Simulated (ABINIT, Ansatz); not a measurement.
# K2NaYF6 (Fm-3m): G0W0 on several meshes in ABINIT, part 2 of 2

Aim: the GW shift of K2NaYF6 (Fm-3m) against the k mesh.

ABINIT 10.8.3; PBEsol and many-body steps on it, plane waves. Known limits of the many-body steps: not at the basis limit; no spin-orbit coupling; coarse k mesh.

So far. Step 4 (2×2×2): The gap on the mesh goes from 6.16 eV to 9.54 eV, a correction of +3.37 eV. Step 5 (Empty states on the mesh, 4×4×4 mesh, 252 bands): On this mesh the gap is 6.161 eV.

## (7) 4×4×4

This step: G0W0 on PBEsol, plane waves, norm-conserving pseudopotentials.

The input, run.abi:

```
acell 3*1.0 Angstrom
rprim 
  -0.000000000000 4.458286000000 4.458286000000
  4.458286000000 0.000000000000 4.458286000000
  4.458286000000 4.458286000000 0.000000000000
ntypat 4
znucl 19 11 39 9
natom 10
typat 1 1 2 3 4 4 4 4 4 4
xred 
  0.750000000000 0.750000000000 0.750000000000
  0.250000000000 0.250000000000 0.250000000000
  0.500000000000 0.500000000000 0.500000000000
  0.000000000000 -0.000000000000 0.000000000000
  0.755598000000 0.244402000000 0.244402000000
  0.244402000000 0.244402000000 0.755598000000
  0.244402000000 0.755598000000 0.755598000000
  0.244402000000 0.755598000000 0.244402000000
  0.755598000000 0.244402000000 0.755598000000
  0.755598000000 0.755598000000 0.244402000000
pp_dirpath "pseudos"
pseudos "K.upf, Na.upf, Y.upf, F.upf"
ecut 38
ngkpt 4 4 4
nshiftk 1
shiftk 0 0 0
kptopt 1
chksymbreak 0
istwfk *1
occopt 1
irdwfk 1
optdriver 4
nband 230
gwcalctyp 0
ecutsigx 38
symsigma 1
nkptgw 1
kptgw 
  0.0000000000 0.0000000000 0.0000000000
bdgw 
  38 44
ecuteps 5.2
irdscr 1
ppmodel 1
indata_prefix "in"
outdata_prefix "out"
tmpdata_prefix "tmp"
```

Command:

```bash
> OMP_NUM_THREADS=1 mpirun -n 4 abinit run.abi > log
```

Numbers of over 12 decimals in the logs are rounded to 6 here.

The program printed:

```text
.Version 10.8.3 of ABINIT. v10.8.2 released Aug 2026.

 Symmetries : space group Fm -3 m (#225); Bravais cF (face-center cubic)
[... echo of the input left out ...]
== DATASET  1 ==================================================================
-   mpi_nproc: 4, omp_nthreads: 1 (-1 if OMP is not activated)

--- !DatasetInfo
iteration_state: {dtset: 1, }
dimensions: {natom: 10, nkpt: 8, mband: 230, nsppol: 1, nspinor: 1, nspden: 1, mpw: 13424, }
cutoff_energies: {ecut:  38.0, pawecutdg:  -1.0, }
electrons: {nelect:   8.00000000E+01, charge:   0.00000000E+00, occopt:   1.00000000E+00, tsmear:   1.00000000E-02, }

 SIGMA: Calculation of the GW corrections

 Based on a program developped by R.W. Godby, V. Olevano, G. Onida, and L. Reining.
 Incorporated in ABINIT by V. Olevano, G.-M. Rignanese, and M. Torrent.
.Using double precision arithmetic ; gwpc =  8

[... cell and pseudopotentials left out ...]
--------------------------------------------------------------------------------

 ==== K-mesh for the wavefunctions ====
 Number of points in the irreducible wedge :     8
[... list of points left out ...]
 Together with 48 symmetry operations and time-reversal symmetry
 yields    64 points in the full Brillouin Zone.

 ==== Q-mesh for screening function ====
 Number of points in the irreducible wedge :     8
[... list of points left out ...]
 Together with 48 symmetry operations and time-reversal symmetry
 yields    64 points in the full Brillouin Zone.

 vcoul_init : cutoff-mode = AUXILIARY_FUNCTION
 q-points for optical limit:   1
     1)      0.000010    0.000020    0.000030
 setmesh: FFT mesh size selected  =    72x   72x   72
          total number of points  =       373248

 Number of electrons calculated from density =   80.0000; Expected =   80.0000
[...]
number of q-points in BZ                           64
 number of frequencies for dSigma/dE                 9
 frequency step for dSigma/dE [eV]                0.25
 number of omega for Sigma on real axis              0
 max omega for Sigma on real axis  [eV]           0.00
 zcut for avoiding poles [eV]                     0.10

 EPSILON^-1 parameters (SCR file):
 dimension of the eps^-1 matrix on file            645
 dimension of the eps^-1 matrix used               645
 number of plane-waves for wavefunctions         13371
 number of bands                                   230
 number of q-points in IBZ                           8
 number of frequencies                               2
 number of real frequencies                          1
 number of imag frequencies                          1

 matrix elements of self-energy operator (all in [eV])

 Perturbative Calculation

--- !SelfEnergy_ee
iteration_state: {dtset: 1, }
kpoint     : [   0.000,    0.000,    0.000, ]
spin       : 1
KS_gap     :    6.161
QP_gap     :    9.698
Delta_QP_KS:    3.537
data: !SigmaeeData |
     Band     E0 <VxcDFT>   SigX SigC(E0)      Z dSigC/dE  Sig(E)    E-E0       E
       38  -0.772 -22.131 -29.935   5.091   0.804  -0.244 -24.313  -2.181  -2.953
       39  -0.772 -22.131 -29.935   5.091   0.804  -0.244 -24.313  -2.181  -2.953
       40  -0.772 -22.131 -29.935   5.091   0.804  -0.244 -24.313  -2.181  -2.953
       41   5.389  -8.177  -4.053  -2.615   0.898  -0.113  -6.821   1.355   6.744
       42   7.505 -13.710  -7.731  -2.886   0.873  -0.146 -11.011   2.699  10.203
       43   7.505 -13.710  -7.731  -2.886   0.873  -0.146 -11.011   2.699  10.203
       44   7.505 -13.710  -7.731  -2.886   0.873  -0.146 -11.011   2.699  10.203

== END DATASET(S) ==============================================================
================================================================================

 -outvars: echo values of variables after computation  --------
           etotal      0.0000000000E+00
            nband         230
             nkpt           8
          spgroup         225
 [... the other variables as echoed above ...]

 Calculation completed.
```

It took 60 s on 4 MPI ranks of Arm Neoverse V2, shared host; peak memory 4.6 GiB; 4 min of CPU time.

Numbers from this step:

```
G0W0 gap on the points computed              : 9.697 eV
starting gap on the mesh                     : 6.161 eV
k of the valence top                         : 0, 0, 0
k of the conduction bottom                   : 0, 0, 0
Z at the valence top                         : 0.804
Z at the conduction bottom                   : 0.898
least direct G0W0 gap on the computed points : 9.697 eV
```

Against G0W0 in ABINIT (2×2×2 mesh, 230 bands, screening to 141.5 eV, Godby-Needs plasmon pole), the gap moves by +0.162 eV.

## (8) Side by side

Times are wall times on 4 MPI ranks of Arm Neoverse V2, shared host, good to a factor of about two. A run's time includes the screening step that it read.

| run | mesh | bands | screening cutoff (eV) | DFT gap (eV) | gap on the mesh (eV) | direct (eV) | ε∞ used | time |
| --- | --- | --- | --- | --- | --- | --- | --- | --- |
| 2×2×2 | 2×2×2 | 230 | 141.5 | 6.161 | 9.535 | 9.535 | 1.93 | 2.2 min |
| 4×4×4 | 4×4×4 | 230 | 141.5 | 6.161 | 9.697 | 9.697 | 1.93 | 15 min |

## (9) Outcome

```yaml
2x2x2: 9.535 eV
4x4x4: 9.697 eV
known_limits: not at the basis limit; no spin-orbit coupling; coarse k mesh
```

4×4×4: +0.162 eV against 2×2×2. Bands and cutoff are finite, so the gap is not at the basis limit. The miss can reach some tenths of an eV and take either sign; the mesh is an error of its own. In the first G0W0 run levels were corrected at 1 k point alone, so a gap called «on the mesh» is the least over those, and an edge elsewhere would be missed. The 2×2×2 mesh is coarse for this cell, which bears on the long-range parts of exchange and screening. The many-body steps are scalar-relativistic: spin-orbit coupling is not in them.

[Paths, hosts, dates, memory and timing lines, banners, echoed tables and standing remarks are left out of the program output.]

[Logs are printed without paths, hosts, clocks, repeated set-up lines and the standing remarks that a program may print on its own settings, such as how far it seeks lower states.]

[Runs of the session that timed out or met a known fault of the program may be left out.]

[No measured gap is set beside runs whose start may be inverted or whose files or cutoffs have a known fault.]

[Hosts, paths, dates, database ids (printed as entryN), source tags and the programs' standing remarks are cut or masked in the printed files.]

[G0W0 gaps are taken among the corrected bands and points alone; a level outside them can change the order at an edge.]

[Where Ansatz stands beside ABINIT at settings called matched, ABINIT's density can come from a denser mesh and the files from another edition; pairs whose starting gaps differed by over 0.03 eV were left out, so agreement reads better than it is.]
